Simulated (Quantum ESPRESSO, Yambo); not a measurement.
## CdF2 (Fm-3m): G0W0 in Yambo against the bands

Aim: move the bands of a G0W0 run on CdF2 (Fm-3m) over a wide range.

Program: Yambo 5.3.0. Level of theory: PBE and many-body steps on it, plane waves. Results are calculated unless marked as measured.

## Step 1: Set-up

Symmetry: Fm-3m, No. 225, cubic system. The conventional cell has a = 5.388 Å, b = 5.388 Å, c = 5.388 Å, α = 90.00°, β = 90.00°, γ = 90.00°. Nearest to Cd lie 8 F at 2.33 Å. Nearest to F lie 4 Cd at 2.33 Å. Farther neighbours and most contacts between anions are not listed.

As a file:

```xyz
3
Lattice="0.0000 2.6940 2.6940 2.6940 0.0000 2.6940 2.6940 2.6940 0.0000" Properties=species:S:1:pos:R:3 pbc="T T T"
Cd    0.0000    0.0000    0.0000
F     1.3470    1.3470    1.3470
F     4.0410    4.0410    4.0410
```

The cell and positions come from the Crystallography Open Database and are kept as given unless a step says otherwise.

## Step 2: 43 bands

This step: Yambo 5.3.0; G0W0 on PBE, plane waves, norm-conserving pseudopotentials.

G0W0 replaces the xc potential by the self-energy, built once from these orbitals. Only a window of levels is corrected, while the sums run over the empty bands that the input names.

gw1.in reads:

```
HF_and_locXC
gw0
dyson
ppa
em1d
rim_cut
RandQpts= 1000000
RandGvec= 1 RL
EXXRLvcs= 94 Ry
VXCRLvcs= 376 Ry
Chimod= "HARTREE"
% BndsRnXp
 1 | 43 |
%
NGsBlkXp= 15.5 Ry
% LongDrXp
 1 | 1 | 1 |
%
% GbndRnge
 1 | 43 |
%
DysSolver= "n"
ExtendOut
PPAPntXp= 27.21138 eV
% QPkrange
 8 | 8 | 16 | 19 |
 1 | 1 | 16 | 19 |
%
```

Launch:

```
OMP_NUM_THREADS=1 mpirun -n 8 yambo -F gw1.in -J gw1 -C gw1 > gw1.log
```

What it wrote:

```text
 Yambo, version 5.3.0

 [02] CORE Variables Setup
 =========================

  [... cell, symmetries and grids as in the set-up ...]

  [02.05] Energies & Occupations
  ==============================

  [X] === General ===
  [X] Electronic Temperature                        :  0.000000  0.000000 [eV K]
  [X] Bosonic    Temperature                        :  0.000000  0.000000 [eV K]
  [X] Finite Temperature mode                       : no
  [X] El. density                                   :  0.86947E+24 [cm-3]
  [X] Fermi Level                                   :  6.529877 [eV]

  [X] === Gaps and Widths ===
  [X] Conduction Band Min                           :  3.124002 [eV]
  [X] Valence Band Max                              :  0.000000 [eV]
  [X] Filled Bands                                  :  17
  [X] Empty Bands                                   :    18   478
  [X] Direct Gap                                    :  3.619370 [eV]
  [X] Direct Gap localized at k                     :  1
  [X] Indirect Gap                                  :  3.124002 [eV]
  [X] Indirect Gap between kpts                     :   8   1
  [X] Last valence band width                       :  0.495368 [eV]
  [X] 1st conduction band width                     :  4.976966 [eV]

 [03] Transferred momenta grid and indexing
 ==========================================

 IBZ Q-points                                      :   8
 BZ  Q-points                                      :   64

 K/Q-points units:
 rlu = crystal or reduced units; cc = cartesian coordinates; iku = interal k-units

 Q [1]          [rlu]:  0.000000  0.000000  0.000000
 Q [2]          [rlu]: -0.36046E-16 -0.36046E-16  0.25000
 Q [3]          [rlu]:  0.72092E-16  0.72092E-16 -0.50000
 Q [4]          [rlu]: -0.65886E-17  0.25000      0.25000
 Q [5]          [rlu]:  0.60598E-16  0.25000      0.50000
 Q [6]          [rlu]:  0.72092E-16  0.25000     -0.25000
 Q [7]          [rlu]:  0.13177E-16 -0.50000     -0.50000
 Q [8]          [rlu]:  0.250000 -0.500000 -0.250000

 [04] Coloumb potential Random Integration (RIM)
 ===============================================

  [04.01] RIM initialization
  ==========================

  * Diagonal components only detected *

  8 x (sBL volume)        :  0.117498 [a.u.]
  sBZ random points       :  1000000
  Points outside the sBZ  :   7968281
  RL volume               :  0.939984 [a.u.]
  Integrated volume       :  0.943725 [a.u.]

  [04.02] RIM integrals
  =====================

  Gamma point sphere radius             :  0.088844 [a.u.]
  Points outside the sphere             :   800476
  [Int_sBZ(q=0) 1/q^2]*(Vol_sBZ)^(-1/3) =:  7.776341
                                 should be <:  7.795600

  Summary of Coulomb integrals for non-metallic bands |Q|[au] RIM/Bare

  Q [1] 0.100000E-4 0.997530 * Q [2] 0.267211 1.068862
  Q [4] 0.308548 1.067204 * Q [6] 0.436353 1.029264
  Q [5] 0.511670 1.022872 * Q [3] 0.534422 1.020326
  Q [7] 0.617097 1.017560 * Q [8] 0.689935 1.014592

 [05] Dipoles
 ============

  [05.01] Setup: observables and procedures
  =========================================

 [06] Dynamic Dielectric Matrix (PPA)
 ====================================

 [SLK-Inversion]  Pools        :  2
 [SLK-Inversion]  BLACS grid   :  2  2

 [WR./gw1//ndb.pp]---------------------------------------------------------------
  Brillouin Zone Q/K grids (IBZ/BZ)                :    8   64    8   64
  RL vectors                                       :   4957 [WF]
  Coulomb cutoff potential                         : none
  Electronic Temperature                           :  0.000000 [K]
  Bosonic    Temperature                           :  0.000000 [K]
  PPA    diel. fun.  energies                      : Perdew, Burke & Ernzerhof(X)+Perdew, Burke & Ernzerhof(C)
  wavefunctions                                    : Perdew, Burke & Ernzerhof(X)+Perdew, Burke & Ernzerhof(C)
  Global Gauge                                     : length
  X matrix size                                    :  307
  X band range                                     :    1   43
  X e/h energy range                               : -1.000000 -1.000000 [eV]
  X Time ordering                                  : R
  X Hxc Kernel                                     : HARTREE
  X Drude frequency                                :  0.000000  0.000000
  X poles                                          :  100.0000 [o/o]
  RL vectors in the sum                            :   4957
  [r,Vnl] included                                 : yes
  Field direction                                  :  0.577350E-5  0.577350E-5  0.577350E-5
  BZ energy Double Grid                            : no
  BZ energy DbGd points                            : 0
  BZ Q point size factor                           : -1.000000
  X Optical Averaged directions                    : none

 [07] Local Exchange-Correlation + Non-Local Fock
 ================================================

 [VXC] Plane waves :   32647
 [EXS] Plane waves :   4111

 QP @ state[ 1 ] K range:  1  1
 QP @ state[ 1 ] b range:  16  19
 QP @ state[ 2 ] K range:   8   8
 QP @ state[ 2 ] b range:  16  19

 [xc] Functional : Perdew, Burke & Ernzerhof(X)+Perdew, Burke & Ernzerhof(C)
 [xc] LIBXC used to calculate xc functional
  PP Number of Atomic Species                      :  2
  NLCC RL compoments                               :   32647
  PP Number of Atomic Species                      :  2
  NLCC RL compoments                               :   32647

 [xc] E_xc :  -24.65861 [Ha]
      E_xc :  -49.31721 [Ry]

  Local XC kind (lXC) : Perdew, Burke & Ernzerhof(X)+Perdew, Burke & Ernzerhof(C)
  Non-Local XC kind (nlXC) : Hartree-Fock

  Corrections @ K [1] :  [eV]
 <16|nlXC|16> = -32.30963 -0.13387E-16 <16|lXC|16> = -24.99307 -0.18889E-15
 <17|nlXC|17> = -32.30946 -0.63187E-17 <17|lXC|17> = -24.99307 -0.37758E-15
 <18|nlXC|18> = -7.995135  0.16467E-17 <18|lXC|18> = -12.40280  0.18886E-15
 <19|nlXC|19> = -4.691559 -0.55539E-18 <19|lXC|19> = -10.20232  0.94393E-16

  Corrections @ K [8] :  [eV]
 <16|nlXC|16> = -30.55527  0.88879E-17 <16|lXC|16> = -23.13818  0.11801E-15
 <17|nlXC|17> = -31.56146  0.75495E-18 <17|lXC|17> = -24.39238  0.51548E-17
 <18|nlXC|18> = -10.76548 -0.26226E-18 <18|lXC|18> = -16.75171  0.47226E-16
 <19|nlXC|19> = -6.369104 -0.29490E-18 <19|lXC|19> = -10.95815  0.70812E-16

  [07.01] Hartree-Fock occupations report
  =======================================

  [Hartree-Fock] === General ===
  [Hartree-Fock] Electronic Temperature             :  0.000000  0.000000 [eV K]
  [Hartree-Fock] Bosonic    Temperature             :  0.000000  0.000000 [eV K]
  [Hartree-Fock] Finite Temperature mode            : no
  [Hartree-Fock] El. density                        :  0.86947E+24 [cm-3]
  [Hartree-Fock] Fermi Level                        :  6.529877 [eV]

  [Hartree-Fock] === Gaps and Widths ===
  [Hartree-Fock] Conduction Band Min                :  4.990531 [eV]
  [Hartree-Fock] Valence Band Max                   : -0.088828 [eV]
  [Hartree-Fock] Filled Bands                       :  17
  [Hartree-Fock] Empty Bands                        :    18   478
  [Hartree-Fock] Direct Gap                         :  5.439233 [eV]
  [Hartree-Fock] Direct Gap localized at k          :  2
  [Hartree-Fock] Indirect Gap                       :  5.079359 [eV]
  [Hartree-Fock] Indirect Gap between kpts          :   7   2
  [Hartree-Fock] Last valence band width            :  7.722932 [eV]
  [Hartree-Fock] 1st conduction band width          :  9.096662 [eV]

 [08] Dyson equation: Newton solver
 ==================================

  [08.01] G0W0 (W PPA)
  ====================

  [  GW  ] Bands range     :    1   43
  [GW/PPA] G damping       :  0.100000 [eV]

  QP @ state[ 1 ] K range:  1  1
  QP @ state[ 1 ] b range:  16  19
  QP @ state[ 2 ] K range:   8   8
  QP @ state[ 2 ] b range:  16  19

   Sc/G bands                                       :    1   43
   Sc/G damping                                     :  0.100000 ev
   Sc bands terminator                              : no
   Sx RL components                                 :   4111

   QP @ state[ 1 ] K range                          :  1  1
   QP @ state[ 1 ] b range                          :  16  19
   QP @ state[ 2 ] K range                          :   8   8
   QP @ state[ 2 ] b range                          :  16  19
   GF energies kind                                 : Perdew, Burke & Ernzerhof(X)+Perdew, Burke & Ernzerhof(C)
   GF WF`s kind                                     : Perdew, Burke & Ernzerhof(X)+Perdew, Burke & Ernzerhof(C)
   Xs energies kind                                 : Perdew, Burke & Ernzerhof(X)+Perdew, Burke & Ernzerhof(C)
   Xs WF`s kind                                     : Perdew, Burke & Ernzerhof(X)+Perdew, Burke & Ernzerhof(C)

 [11] Game Over & Game summary
```

Elapsed: 24 s, on 8 MPI ranks of Arm Neoverse V2, shared host; peak memory 3.4 GiB; 3 min of CPU time.

Numbers from this step:

| Property | Result |
| --- | --- |
| G0W0 gap on the points computed | 5.562 eV |
| starting gap on the mesh | 3.124 eV |
| k of the valence top | 0.25, -0.5, -0.25 |
| k of the conduction bottom | 0, 0, 0 |
| least direct G0W0 gap on the computed points | 6.348 eV |
| Z at the valence top | 0.7903 |
| Z at the conduction bottom | 0.8704 |

The gap on the mesh goes from 3.12 eV to 5.56 eV, a correction of +2.44 eV.

## Step 3: 74 bands

gw2.in, as its differences from gw1.in of step 2:

```diff
@@ -12,3 +12,3 @@
 % BndsRnXp
- 1 | 43 |
+ 1 | 74 |
 %
@@ -19,3 +19,3 @@
 % GbndRnge
- 1 | 43 |
+ 1 | 74 |
 %
```

Launch:

```
OMP_NUM_THREADS=1 mpirun -n 8 yambo -F gw2.in -J gw2 -C gw2 > gw2.log
```

What it wrote:

```text
 Yambo, version 5.3.0

 [02] CORE Variables Setup
 =========================

  [... cell, symmetries and grids as in the set-up ...]

  [02.05] Energies & Occupations
  ==============================

  [X] === General ===
  [X] Electronic Temperature                        :  0.000000  0.000000 [eV K]
  [X] Bosonic    Temperature                        :  0.000000  0.000000 [eV K]
  [X] Finite Temperature mode                       : no
  [X] El. density                                   :  0.86947E+24 [cm-3]
  [X] Fermi Level                                   :  6.529877 [eV]

  [X] === Gaps and Widths ===
  [X] Conduction Band Min                           :  3.124002 [eV]
  [X] Valence Band Max                              :  0.000000 [eV]
  [X] Filled Bands                                  :  17
  [X] Empty Bands                                   :    18   478
  [X] Direct Gap                                    :  3.619370 [eV]
  [X] Direct Gap localized at k                     :  1
  [X] Indirect Gap                                  :  3.124002 [eV]
  [X] Indirect Gap between kpts                     :   8   1
  [X] Last valence band width                       :  0.495368 [eV]
  [X] 1st conduction band width                     :  4.976966 [eV]

 [03] Transferred momenta grid and indexing
 ==========================================

 IBZ Q-points                                      :   8
 BZ  Q-points                                      :   64

 K/Q-points units:
 rlu = crystal or reduced units; cc = cartesian coordinates; iku = interal k-units

 Q [1]          [rlu]:  0.000000  0.000000  0.000000
 Q [2]          [rlu]: -0.36046E-16 -0.36046E-16  0.25000
 Q [3]          [rlu]:  0.72092E-16  0.72092E-16 -0.50000
[...]
[Hartree-Fock] El. density                        :  0.86947E+24 [cm-3]
  [Hartree-Fock] Fermi Level                        :  6.529877 [eV]

  [Hartree-Fock] === Gaps and Widths ===
  [Hartree-Fock] Conduction Band Min                :  4.990531 [eV]
  [Hartree-Fock] Valence Band Max                   : -0.088828 [eV]
  [Hartree-Fock] Filled Bands                       :  17
  [Hartree-Fock] Empty Bands                        :    18   478
  [Hartree-Fock] Direct Gap                         :  5.439233 [eV]
  [Hartree-Fock] Direct Gap localized at k          :  2
  [Hartree-Fock] Indirect Gap                       :  5.079359 [eV]
  [Hartree-Fock] Indirect Gap between kpts          :   7   2
  [Hartree-Fock] Last valence band width            :  7.722932 [eV]
  [Hartree-Fock] 1st conduction band width          :  9.096662 [eV]

 [08] Dyson equation: Newton solver
 ==================================

  [08.01] G0W0 (W PPA)
  ====================

  [  GW  ] Bands range     :    1   74
  [GW/PPA] G damping       :  0.100000 [eV]

  QP @ state[ 1 ] K range:  1  1
  QP @ state[ 1 ] b range:  16  19
  QP @ state[ 2 ] K range:   8   8
  QP @ state[ 2 ] b range:  16  19

   Sc/G bands                                       :    1   74
   Sc/G damping                                     :  0.100000 ev
   Sc bands terminator                              : no
   Sx RL components                                 :   4111

   QP @ state[ 1 ] K range                          :  1  1
   QP @ state[ 1 ] b range                          :  16  19
   QP @ state[ 2 ] K range                          :   8   8
   QP @ state[ 2 ] b range                          :  16  19
   GF energies kind                                 : Perdew, Burke & Ernzerhof(X)+Perdew, Burke & Ernzerhof(C)
   GF WF`s kind                                     : Perdew, Burke & Ernzerhof(X)+Perdew, Burke & Ernzerhof(C)
   Xs energies kind                                 : Perdew, Burke & Ernzerhof(X)+Perdew, Burke & Ernzerhof(C)
   Xs WF`s kind                                     : Perdew, Burke & Ernzerhof(X)+Perdew, Burke & Ernzerhof(C)

 [11] Game Over & Game summary
```

It took 40 s on 8 MPI ranks; peak memory 3.4 GiB; 5.2 min of CPU time.

This step gave:

```
G0W0 gap on the points computed              : 5.339 eV
starting gap on the mesh                     : 3.124 eV
k of the valence top                         : 0.25, -0.5, -0.25
k of the conduction bottom                   : 0, 0, 0
least direct G0W0 gap on the computed points : 6.102 eV
Z at the valence top                         : 0.7955
Z at the conduction bottom                   : 0.8701
```

Against the run before, the gap moves by −0.223 eV.

## Step 4: 133 bands

gw3.in, as its differences from gw2.in of step 3:

```diff
@@ -12,3 +12,3 @@
 % BndsRnXp
- 1 | 74 |
+ 1 | 133 |
 %
@@ -19,3 +19,3 @@
 % GbndRnge
- 1 | 74 |
+ 1 | 133 |
 %
```

Launch:

```
OMP_NUM_THREADS=1 mpirun -n 8 yambo -F gw3.in -J gw3 -C gw3 > gw3.log
```

What it wrote:

```text
 Yambo, version 5.3.0

 [02] CORE Variables Setup
 =========================

  [... cell, symmetries and grids as in the set-up ...]

  [02.05] Energies & Occupations
  ==============================

  [X] === General ===
  [X] Electronic Temperature                        :  0.000000  0.000000 [eV K]
  [X] Bosonic    Temperature                        :  0.000000  0.000000 [eV K]
  [X] Finite Temperature mode                       : no
  [X] El. density                                   :  0.86947E+24 [cm-3]
[...]
QP @ state[ 1 ] b range                          :  16  19
   QP @ state[ 2 ] K range                          :   8   8
   QP @ state[ 2 ] b range                          :  16  19
   GF energies kind                                 : Perdew, Burke & Ernzerhof(X)+Perdew, Burke & Ernzerhof(C)
   GF WF`s kind                                     : Perdew, Burke & Ernzerhof(X)+Perdew, Burke & Ernzerhof(C)
   Xs energies kind                                 : Perdew, Burke & Ernzerhof(X)+Perdew, Burke & Ernzerhof(C)
   Xs WF`s kind                                     : Perdew, Burke & Ernzerhof(X)+Perdew, Burke & Ernzerhof(C)

 [11] Game Over & Game summary
```

Wall time 69 s (8 MPI ranks); peak memory 3.4 GiB.

This step gave:

```
G0W0 gap on the points computed              : 5.346 eV
starting gap on the mesh                     : 3.124 eV
k of the valence top                         : 0.25, -0.5, -0.25
k of the conduction bottom                   : 0, 0, 0
least direct G0W0 gap on the computed points : 6.108 eV
```

Against the run before, the gap moves by +0.007 eV.

(Continued in part 2 of 2.)

[Paths, hosts, dates, memory and timing lines, banners, echoed tables and standing remarks are left out of the program output.]

[Logs are printed without paths, hosts, clocks, repeated set-up lines and the standing remarks that a program may print on its own settings, such as how far it seeks lower states.]

[Runs of the session that timed out or met a known fault of the program may be left out.]

[Hosts, paths, dates, database ids (printed as entryN), source tags and the programs' standing remarks are cut or masked in the printed files.]
